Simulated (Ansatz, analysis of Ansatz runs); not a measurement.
# Hyperfine coupling of the NV- centre in 3C-SiC (HSE06 on PBE structures)

Subject: NV- centre in 3C-SiC. Wanted: its hyperfine coupling, in one set-up (HSE06 on PBE structures, 32-site cell, PBE lattice, 420 eV, k: 2x2x2 shifted 0.5 0.5 0.5 then the zone centre alone). The model is a cell of 32 host atoms with 1 site emptied and N put on another atom's site. The isotropic coupling follows from the spin density at the nucleus, the nuclear g-factor and the total spin. Exact exchange opens the gap, stiffens bonds and lessens the self-interaction error, at many times the cost.

**The experiment.** 14N, isotropic part (sign not measured) (size measured, sign taken from theory): -1.26 MHz, by EPR (quoted in “Characterization and formation of NV centers in 3C, 4H and 6H SiC: an ab initio study”, 2017, A. Csóré et al., quoting earlier work (2016)). The runs below try to reproduce this.

Calculated with Ansatz 0.2.0; plane-wave PAW DFT, PBE; relaxation of all atoms of a defect supercell.

## Step 1: The starting structure

The cell holds 31 atoms: 15 Si, 15 C and 1 N. Its edges and angles: a = 7.586 Å, b = 7.586 Å, c = 7.586 Å, α = 109.5°, β = 109.5°, γ = 109.5°. It derives from SiC (space group F-43m). Nearest the centre at fractional (0.250, 0.500, 0.250): C21 at 1.90 Å, C22 at 1.90 Å, N18 at 1.90 Å, C27 at 1.90 Å, Si1 at 3.10 Å, Si2 at 3.10 Å, Si3 at 3.10 Å, Si4 at 3.10 Å. The cell carries charge −1.

The host's primitive cell comes from a first run (plane-wave PAW DFT, PBE; relaxation of the host's cell and atoms): vectors of 3.097, 3.097 and 3.097 Å. That is 10.50 Å³ an atom, 1.5 % over the diffraction cell's volume. The supercell is built on it.

## Step 2: Relaxation, charge −1

Every later number rests on the structure around the defect, so the atoms are relaxed at the host's lattice first.

The input, relax/input.yaml:

```yaml
relax:
  f_tol: 0.02
  max_steps: 80
  random_displacement: { amplitude: 0.02, seed: 49 }
crystal:
  lattice:
    - [-4.3797284, 4.3797284, -4.3797284]
    - [4.3797284, 4.3797284, 4.3797284]
    - [4.3797284, -4.3797284, -4.3797284]
  atoms:
    - { symbol: Si, position: [0.0, 0.0, 0.0] }
    - { symbol: Si, position: [0.0, 0.25, 0.75] }
    - { symbol: Si, position: [0.0, 0.5, 0.5] }
    - { symbol: Si, position: [0.0, 0.75, 0.25] }
    - { symbol: Si, position: [0.25, 0.0, 0.75] }
    - { symbol: Si, position: [0.25, 0.25, 0.5] }
    - { symbol: Si, position: [0.25, 0.75, 0.0] }
    - { symbol: Si, position: [0.5, 0.0, 0.5] }
    - { symbol: Si, position: [0.5, 0.25, 0.25] }
    - { symbol: Si, position: [0.5, 0.5, 0.0] }
    - { symbol: Si, position: [0.5, 0.75, 0.75] }
    - { symbol: Si, position: [0.75, 0.0, 0.25] }
    - { symbol: Si, position: [0.75, 0.25, 0.0] }
    - { symbol: Si, position: [0.75, 0.5, 0.75] }
    - { symbol: Si, position: [0.75, 0.75, 0.5] }
    - { symbol: C, position: [0.0, 0.0, 0.75] }
    - { symbol: C, position: [0.0, 0.25, 0.5] }
    - { symbol: "N", position: [0.0, 0.5, 0.25] }
    - { symbol: C, position: [0.0, 0.75, 0.0] }
    - { symbol: C, position: [0.25, 0.0, 0.5] }
    - { symbol: C, position: [0.25, 0.25, 0.25] }
    - { symbol: C, position: [0.25, 0.5, 0.0] }
    - { symbol: C, position: [0.25, 0.75, 0.75] }
    - { symbol: C, position: [0.5, 0.0, 0.25] }
    - { symbol: C, position: [0.5, 0.25, 0.0] }
    - { symbol: C, position: [0.5, 0.5, 0.75] }
    - { symbol: C, position: [0.5, 0.75, 0.5] }
    - { symbol: C, position: [0.75, 0.0, 0.0] }
    - { symbol: C, position: [0.75, 0.25, 0.75] }
    - { symbol: C, position: [0.75, 0.5, 0.5] }
    - { symbol: C, position: [0.75, 0.75, 0.25] }
total_charge: -1
basis:
  ecutwfc: 420
  xc_grid: 2
hamiltonian:
  xc: pbe
kpoints:
  mp_grid: { grid: [2, 2, 2], shift: [0.5, 0.5, 0.5] }
magnetization:
  spin_polarized: true
  initial_magnetization: 2
  spin_locking: { lock_magnetization: hard }
scf:
  occupations: { method: fermi_dirac, width: 0.01 }
  max_iter: 120
output:
  forces: true
checkpoint:
  write: "../relax.run"
  compress: false
  write_wavefunctions: true
  write_every: 100000
```

Run with:

```bash
> ansatz run input.yaml --threads 2 --pin off --max-ram 3768MiB --backend cpu --events-out ev --progress --plain --runs-dir out
```

Numbers of over 12 decimals in the logs are rounded to 6 here.

The program printed:

```text
[... repeated set-up lines and file paths are left out, and long positions are rounded to six places ...]
Engine: ansatz 0.2.0, x86_64-unknown-linux-gnu
Pseudopotentials: kind: paw
Pseudopotential: Si, paw, valence charge 4, recommended cutoff 420 eV (normal), Si.paw.azcp
Pseudopotential: C, paw, valence charge 4, recommended cutoff 420 eV (normal), C.paw.azcp
Pseudopotential: N, paw, valence charge 5, recommended cutoff 420 eV (normal), N.paw.azcp
Functional definition: PBE
  parameter kappa = 0.804
  parameter beta = 0.066725
  exchange = pbe_x(kappa = kappa, mu = beta*pi^2/3)
  correlation = pbe_c(beta = beta)
Crystal: 31 atoms, lattice volume = 336.048 Å³
Basis set: ecut = 420 eV, 6603 PW (Γ), exchange–correlation on 108×108×108 points (8 copies of the dense FFT grid, shifted against one another)
Bands: 95, of which v1, the nominal top of the filled ones, is band 63 counted from 1 (62 counted from 0)
Symmetry: 1 space group operations
k-points: 4 of 8 (time reversal used)
Non-local potential: Si, projectors of the file, l = 0: 2, l = 1: 2, l = 2: 2
Non-local potential: C, projectors of the file, l = 0: 2, l = 1: 2, l = 2: 1
Non-local potential: N, projectors of the file, l = 0: 2, l = 1: 2, l = 2: 1
PAW form: soft (Blöchl's): semilocal exchange-correlation on the pseudo side does not see the compensation charge
PAW one-centre angular grid: Si, 110 points (default); XC on 64 Gauss nodes
PAW one-centre angular grid: C, 110 points (default); XC on 64 Gauss nodes
PAW one-centre angular grid: N, 110 points (default); XC on 64 Gauss nodes
Initial density: superposition of atomic densities (chi_scale 0.1, normalization cell, long waves kept (reshape's long-wave potential 0.22 eV rms))
Starting moments: Σ|m| = 2 μB on 31 of 31 sites
Initial wavefunctions: pseudopotential atomic-orbital guess
Functional: x = pbe(κ = 0.804, μ = 0.219515), c = pbe(β = 0.066725)
SCF iter   1: F=—  HF=-13701.742950 eV  |F-HF|=—  |Δ(HF+E_count)|=         —  Δρ=7.41e-2 (↑7.20e-2 ↓7.41e-2)  dr2=9.40e1  dr2_m=5.23e-1  M=2.000 μB ∫|m|=2.003 μB  β_m=0.30  ethr=3.10e-3  ⟨swp⟩=6.0  Hψ=3412  notcnv=0  defer=90
preconditioner: auto → Kerker (q_TF=auto, 2.317 Å⁻¹)  [metal: Δε(μ)=0.014 eV  Ē_g=12.393 eV  σ=0.010 eV  W_gap=0.31  n_scr=78 (ndim 8)  ℏωp=22.7 eV  f_vac=0.000  D(μ)=14.98/eV (n_scr^D=134)]
spin=Collinear: Kerker preconditioning applied to the charge; magnetization (m = ρ↑ − ρ↓) channel mixes plain (no charge-response kernel on spin).
SCF iter   2: F=—  HF=-13685.744135 eV  |F-HF|=—  |Δ(HF+E_count)|=    1.60e1  Δρ=4.45e-2 (↑4.45e-2 ↓4.45e-2)  dr2=3.20e1  dr2_m=2.96e-1  M=2.000 μB ∫|m|=2.020 μB  β_m=0.49  ethr=3.10e-3  ⟨swp⟩=3.0  Hψ=1468  notcnv=0  defer=201
SCF iter   3: F=—  HF=-13678.087918 eV  |F-HF|=—  |Δ(HF+E_count)|=    7.66e0  Δρ=2.93e-2 (↑1.83e-2 ↓2.93e-2)  dr2=1.20e1  dr2_m=1.84e-1  M=2.000 μB ∫|m|=2.068 μB  β_m=0.43  ethr=3.10e-3  ⟨swp⟩=3.6  Hψ=1180  notcnv=0  defer=201
SCF iter   4: F=—  HF=-13676.814446 eV  |F-HF|=—  |Δ(HF+E_count)|=    1.27e0  Δρ=8.82e-3 (↑8.82e-3 ↓8.80e-3)  dr2=8.60e-1  dr2_m=1.24e-2  M=2.000 μB ∫|m|=2.079 μB  β_m=0.67  ethr=3.10e-3  ⟨swp⟩=3.1  Hψ=1373  notcnv=0  defer=196
SCF iter   5: F=—  HF=-13676.751658 eV  |F-HF|=—  |Δ(HF+E_count)|=   6.28e-2  Δρ=2.85e-3 (↑1.99e-3 ↓2.85e-3)  dr2=9.54e-2  dr2_m=2.08e-3  M=2.000 μB ∫|m|=2.113 μB  β_m=0.64  ethr=6.83e-4  ⟨swp⟩=4.1  Hψ=1149  notcnv=0  defer=195
SCF iter   6: F=—  HF=-13676.746056 eV  |F-HF|=—  |Δ(HF+E_count)|=   5.60e-3  Δρ=1.31e-3 (↑7.54e-4 ↓1.31e-3)  dr2=1.10e-2  dr2_m=8.06e-4  M=2.000 μB ∫|m|=2.117 μB  β_m=0.70  ethr=7.57e-5  ⟨swp⟩=2.6  Hψ=1086  notcnv=0  defer=199
SCF iter   7: F=—  HF=-13676.748503 eV  |F-HF|=—  |Δ(HF+E_count)|=   2.45e-3  Δρ=5.71e-4 (↑2.84e-4 ↓5.71e-4)  dr2=1.70e-3  dr2_m=2.48e-4  M=2.000 μB ∫|m|=2.118 μB  β_m=0.79  ethr=8.75e-6  ⟨swp⟩=2.1  Hψ=1120  notcnv=0  defer=199
SCF iter   8: F=—  HF=-13676.748758 eV  |F-HF|=—  |Δ(HF+E_count)|=   2.55e-4  Δρ=2.56e-4 (↑1.19e-4 ↓2.56e-4)  dr2=4.68e-4  dr2_m=5.13e-5  M=2.000 μB ∫|m|=2.118 μB  β_m=0.79  ethr=1.35e-6  ⟨swp⟩=2.0  Hψ=1139  notcnv=0  defer=199
SCF iter   9: F=—  HF=-13676.748769 eV  |F-HF|=—  |Δ(HF+E_count)|=   1.11e-5  Δρ=1.22e-4 (↑2.89e-5 ↓1.22e-4)  dr2=8.56e-5  dr2_m=1.19e-5  M=2.000 μB ∫|m|=2.118 μB  β_m=0.81  ethr=3.71e-7  ⟨swp⟩=2.0  Hψ=954  notcnv=0  defer=199
SCF iter  10: F=—  HF=-13676.748768 eV  |F-HF|=—  |Δ(HF+E_count)|=   1.56e-6  Δρ=5.30e-5 (↑1.19e-5 ↓5.30e-5)  dr2=1.68e-5  dr2_m=2.63e-6  M=2.000 μB ∫|m|=2.118 μB  β_m=0.87  ethr=6.80e-8  ⟨swp⟩=2.0  Hψ=908  notcnv=0  defer=199
SCF iter  11: F=—  HF=-13676.748766 eV  |F-HF|=—  |Δ(HF+E_count)|=   1.09e-6  Δρ=2.44e-5 (↑5.59e-6 ↓2.44e-5)  dr2=3.79e-6  dr2_m=4.86e-7  M=2.000 μB ∫|m|=2.118 μB  β_m=0.89  ethr=7.94e-9  ⟨swp⟩=4.0  Hψ=1921  notcnv=0
SCF iter  12: F=-13676.748766 eV  HF=-13676.748766 eV  |F-HF|=2.32e-7  |Δ(HF+E_count)|=   3.94e-7  Δρ=4.85e-6 (↑3.57e-6 ↓4.85e-6)  dr2=3.50e-7  dr2_m=5.70e-9  M=2.000 μB ∫|m|=2.118 μB  ethr=3.01e-9  ⟨swp⟩=3.5  Hψ=1769  notcnv=0
SCF 1 converged in 12 iterations: F = -13676.748766 eV  dr2 = 3.50e-7
  greatest PAW one-centre occupation: 0.794 electrons in one spin orbital (limit 2), on the N atom at site 17 (counted from 0), in its partial waves of l = 0
relax step   1: F+E_penalty+E_count = -13676.74876580 eV  Δ(F+E_penalty+E_count) = +0.000e0 eV  max|allowed force component| = 1.822e0 eV/Å  Δτ_max = 0.0000 Å  (12 SCF iters, dr2 threshold 1.00e-5 eV, accepted)
[... the SCF cycles and remarks between the steps are left out from here to the last step ...]
relax step   2: F+E_penalty+E_count = -13677.57300413 eV  Δ(F+E_penalty+E_count) = -8.242e-1 eV  max|allowed force component| = 9.577e-1 eV/Å  Δτ_max = 0.1612 Å  (6 SCF iters, dr2 threshold 1.00e-4 eV, accepted)
relax step   3: F+E_penalty+E_count = -13677.82333767 eV  Δ(F+E_penalty+E_count) = -2.503e-1 eV  max|allowed force component| = 5.184e-1 eV/Å  Δτ_max = 0.1379 Å  (6 SCF iters, dr2 threshold 5.73e-5 eV, accepted)
relax step   4: F+E_penalty+E_count = -13677.86822900 eV  Δ(F+E_penalty+E_count) = -4.489e-2 eV  max|allowed force component| = 8.634e-2 eV/Å  Δτ_max = 0.0613 Å  (5 SCF iters, dr2 threshold 7.43e-5 eV, accepted)
relax step   5: F+E_penalty+E_count = -13677.87036880 eV  Δ(F+E_penalty+E_count) = -2.140e-3 eV  max|allowed force component| = 1.186e-2 eV/Å  Δτ_max = 0.0129 Å  (6 SCF iters, dr2 threshold 4.66e-7 eV, accepted)
iter 1 solved again at ethr=9.37e-12 eV; its pass at ethr=3.10e-3 eV (dr2=1.18e-8 eV) is discarded
SCF iter   1: F=—  HF=-13677.870369 eV  |F-HF|=—  |Δ(HF+E_count)|=         —  Δρ=1.34e-6 (↑1.23e-6 ↓1.34e-6)  dr2=1.18e-8  dr2_m=1.11e-9  M=2.000 μB ∫|m|=2.118 μB  β_m=0.30  ethr=9.37e-12  ⟨swp⟩=1.0  Hψ=2136  notcnv=0  defer=215
SCF iter   2: F=-13677.870369 eV  HF=-13677.870369 eV  |F-HF|=4.61e-9  |Δ(HF+E_count)|=   3.23e-9  Δρ=9.91e-7 (↑9.12e-7 ↓9.91e-7)  dr2=6.27e-9  dr2_m=6.56e-10  M=2.000 μB ∫|m|=2.118 μB  ethr=9.37e-12  ⟨swp⟩=2.0  Hψ=1296  notcnv=0
SCF 6 converged in 2 iterations: F = -13677.870369 eV  dr2 = 6.27e-9
relax step   6: F+E_penalty+E_count = -13677.87036880 eV  Δ(F+E_penalty+E_count) = -2.245e-9 eV  max|allowed force component| = 1.186e-2 eV/Å  Δτ_max = 0.0000 Å  (2 SCF iters, accepted)
NSCF: frozen V_eff on 4 k-points
the band table was solved once a step of the walk had ended and its energy, with any forces and stress, was formed, with the checks that follow a solve (4463 applications of the Hamiltonian). They found nothing against the state; [...]
SCF converged after 2 iterations
Magnetization: 2.0000 μB (64.0000 up, 62.0000 down)
Absolute magnetization: 2.1203 μB (∫|ρ↑−ρ↓|, with the PAW one-centre terms)
Spin contamination: 0.0116 ħ² per cell (⟨S²⟩ above its minimum at these occupations)
Per-site moments (μB) at R_I (Å): [(0.00110007, 0.757722), (0.001098, 0.757738), (-9.634376171159839e-5, 0.738156), [... 28 left out ...]
Free energy (F): -13677.870369 eV
Harris-Foulkes:  -13677.870369 eV  (|F-HF|=4.61e-9)
Internal energy: -13677.870369 eV  (E = F + TS)
E sigma→0 (E₀):  -13677.870369 eV
Fermi energy:    9.395026 (↑ 10.048053, ↓ 9.307813) eV
--- Per-component energies (eV) ---
  E_band       = 349.935650
  E_kinetic    = 2165.494759
  E_local      = -2000.295330  (includes V_loc(G=0)·N_el)
  E_nonlocal   = 825.180797
  E_hartree    = 618.280204
  E_xc         = -1645.624833
  E_vxc        = -1720.410159  (∫ρ·V_xc dr)
  E_paw        = -9308.107874  (= ΣΔE_a)
  E_vpaw       = -156.595175  (= ΣTr[D̂ρ^β])
  E_aug_tail   = 0.000278  (compensation charges beyond the density's cutoff)
  E_ewald      = -4332.798370
  E_smearing   = -0.000000  (= −TS)
  E_closure    = -0.000000  (closes the sum)
  E_deformation_potential = -17.018335  (in the stress; not in F)
  Σ components = -13677.870369   (vs F -13677.870369, Δ=0.00e0)
--- Forces (eV/Å), atoms counted from 1 ---
  atom   1  Si    -0.00309399     0.00012619     0.00073129
  atom   2  Si    -0.00229084     0.00002735    -0.00061539
  atom   3  Si     0.00273677    -0.00229763     0.01129807
  atom   4  Si     0.00287737    -0.01143335     0.00281700
  atom   5  Si     0.00666357     0.00448593    -0.00481941
  atom   6  Si     0.00089630     0.00037212    -0.00293217
  atom   7  Si    -0.00022800     0.00239601    -0.00112692
  atom   8  Si    -0.00099015     0.00251307     0.00003606
  atom   9  Si     0.00112588     0.00363061     0.00130359
  atom  10  Si     0.00164658    -0.00149343    -0.00270353
  atom  11  Si    -0.00089721    -0.00078691    -0.00235418
  atom  12  Si    -0.00466942    -0.00639651    -0.00492454
  atom  13  Si     0.01185795    -0.00269509     0.00296208
  atom  14  Si    -0.00436405     0.00439544     0.00645628
  atom  15  Si    -0.00275427    -0.00165758     0.00180863
  atom  16  C      0.00300603    -0.00333298     0.00303887
  atom  17  C     -0.00221983     0.00809940    -0.00005659
  atom  18  N     -0.00584195     0.00523047    -0.00485621
  atom  19  C     -0.00241117     0.00051228    -0.00806861
  atom  20  C     -0.00842674     0.00013825    -0.00207805
  atom  21  C      0.00313648    -0.00662282     0.00343265
  atom  22  C      0.00354725    -0.00378941     0.00648986
  atom  23  C     -0.00821210     0.00219620     0.00004070
  atom  24  C      0.00359841    -0.00299969     0.00320275
  atom  25  C     -0.00411198    -0.00007143     0.00002806
  atom  26  C      0.00291786    -0.00300953     0.00305939
  atom  27  C      0.00668363    -0.00309522     0.00330593
  atom  28  C      0.00017539     0.00922906    -0.00216470
  atom  29  C     -0.00043240     0.00233972    -0.00854913
  atom  30  C      0.00037496    -0.00023143    -0.00430729
  atom  31  C     -0.00026715     0.00418667    -0.00041793
  max |Σ_I F_I| component: 3.65e-5 eV/Å
--- Band table (eV; the first three rows and the last of 8) ---
  k-point 0 ↑: bands = ["-7.1011", "-5.5363", "-5.5363", "-5.2843", [... 87 left out ...] "16.7466", "16.7467", "16.7952", "16.9559"]
  k-point 1 ↑: bands = ["-7.1500", "-5.8792", "-4.8200", "-4.7246", [... 87 left out ...] "16.4111", "16.6427", "16.7216", "16.7342"]
  [... further k-points left out ...]
--- Relaxed structure (6 steps of the walk, 6 accepted, 0 SCFs on fresh bases) ---
  F+E_penalty+E_count = -13677.87036880 eV   max|allowed force component| = 1.186e-2 eV/Å
  atoms:
    - { symbol: Si, position: [0.002494, 0.002965, 0.002301] }
    - { symbol: Si, position: [0.002483, 0.252328, 0.752908] }
    - { symbol: Si, position: [-0.002221, 0.500248, 0.494077] }
    - { symbol: Si, position: [-0.002220, 0.744117, 0.250212] }
    - { symbol: Si, position: [0.250962, 0.000655, 0.750610] }
    - { symbol: Si, position: [0.250405, 0.250874, 0.498122] }
    - { symbol: Si, position: [0.250401, 0.748175, 0.000829] }
    - { symbol: Si, position: [0.499780, -0.002452, 0.499588] }
    - { symbol: Si, position: [0.499571, 0.251394, 0.250210] }
    - { symbol: Si, position: [0.499580, 0.500249, 0.001353] }
    - { symbol: Si, position: [0.499786, 0.749632, 0.747508] }
    - { symbol: Si, position: [0.750553, -0.000153, 0.250208] }
    - { symbol: Si, position: [0.753917, 0.256382, 0.006346] }
    - { symbol: Si, position: [0.750559, 0.500253, 0.749806] }
    - { symbol: Si, position: [0.748435, 0.749107, 0.499067] }
    - { symbol: C, position: [0.002156, 0.000404, 0.750363] }
    - { symbol: C, position: [-0.000855, 0.250952, 0.496418] }
    - { symbol: N, position: [-0.030745, 0.500253, 0.250215] }
    - { symbol: C, position: [-0.000856, 0.746464, 0.000917] }
    - { symbol: C, position: [0.248442, -0.004239, 0.499506] }
    - { symbol: C, position: [0.251912, 0.229320, 0.250212] }
    - { symbol: C, position: [0.251910, 0.500253, -0.020752] }
    - { symbol: C, position: [0.248443, 0.749549, 0.745717] }
    - { symbol: C, position: [0.502000, 9.837892536604387e-5, 0.250208] }
    - { symbol: C, position: [0.500086, 0.249340, -0.000700] }
    - { symbol: C, position: [0.502003, 0.500251, 0.750058] }
    - { symbol: C, position: [0.522856, 0.771196, 0.521156] }
    - { symbol: C, position: [0.752931, 0.004736, 0.003998] }
    - { symbol: C, position: [0.752933, 0.254041, 0.754703] }
    - { symbol: C, position: [0.750995, 0.500249, 0.501117] }
    - { symbol: C, position: [0.750992, 0.751162, 0.250210] }
```

Wall time 76 s (2 threads of Intel Xeon Platinum 8488C (Sapphire Rapids), shared host); peak memory 0.87 GiB.

The steps of the relaxation:

| step | energy less that of the first step (eV) | largest force component (eV/Å) |
| --- | --- | --- |
| 1 | 0.0000 | 1.8219 |
| 2 | -0.8242 | 0.9577 |
| 3 | -1.0746 | 0.5184 |
| 4 | -1.1195 | 0.0863 |
| 5 | -1.1216 | 0.0119 |
| 6 | -1.1216 | 0.0119 |

The atoms that moved most (Å, from the sites as typed, ahead of the random displacement, the mean shift of all atoms taken out):

| atom | dx | dy | dz | length |
| --- | --- | --- | --- | --- |
| N18 | 0.136 | -0.136 | 0.136 | 0.236 |
| C22 | -0.099 | 0.099 | 0.085 | 0.163 |
| C27 | 0.085 | 0.099 | -0.099 | 0.163 |
| C21 | -0.099 | -0.085 | -0.099 | 0.163 |
| Si4 | -0.016 | -0.038 | -0.016 | 0.044 |
| Si13 | 0.038 | 0.016 | -0.016 | 0.044 |
| Si3 | -0.016 | 0.016 | 0.038 | 0.044 |
| C19 | -0.008 | -0.025 | -0.015 | 0.030 |

Neighbours of the ideal centre at the end:

| atom | distance (Å) |
| --- | --- |
| C21 | 2.059 |
| C22 | 2.059 |
| C27 | 2.061 |
| N18 | 2.131 |
| Si13 | 3.073 |
| Si3 | 3.074 |
| Si4 | 3.074 |
| Si1 | 3.079 |
| Si2 | 3.079 |
| Si6 | 3.080 |
| Si7 | 3.081 |
| Si11 | 3.082 |
| Si8 | 3.082 |
| Si9 | 3.086 |
| Si10 | 3.086 |
| Si15 | 3.087 |

Read from the output:

| Property | Result |
| --- | --- |
| free energy | -13677.8704 eV |
| total moment | 2 μB |
| integral of the absolute spin density | 2.120 μB |
| spin contamination | 0.01164 |

The relaxation ends 36 meV an atom lower than the displaced start, with a largest force component of 0.012 eV/Å.

(Continued in part 2 of 2.)

[Logs are printed without paths, hosts, clocks, repeated set-up lines and the standing remarks that a program may print on its own settings, such as how far it seeks lower states.]

[Hosts, paths, dates, database ids (printed as entryN), source tags and the programs' standing remarks are cut or masked in the printed files.]

[For some hosts the program warned that the k-mesh of the response run may be too coarse for force constants and the static dielectric constant; such warnings are not shown here.]
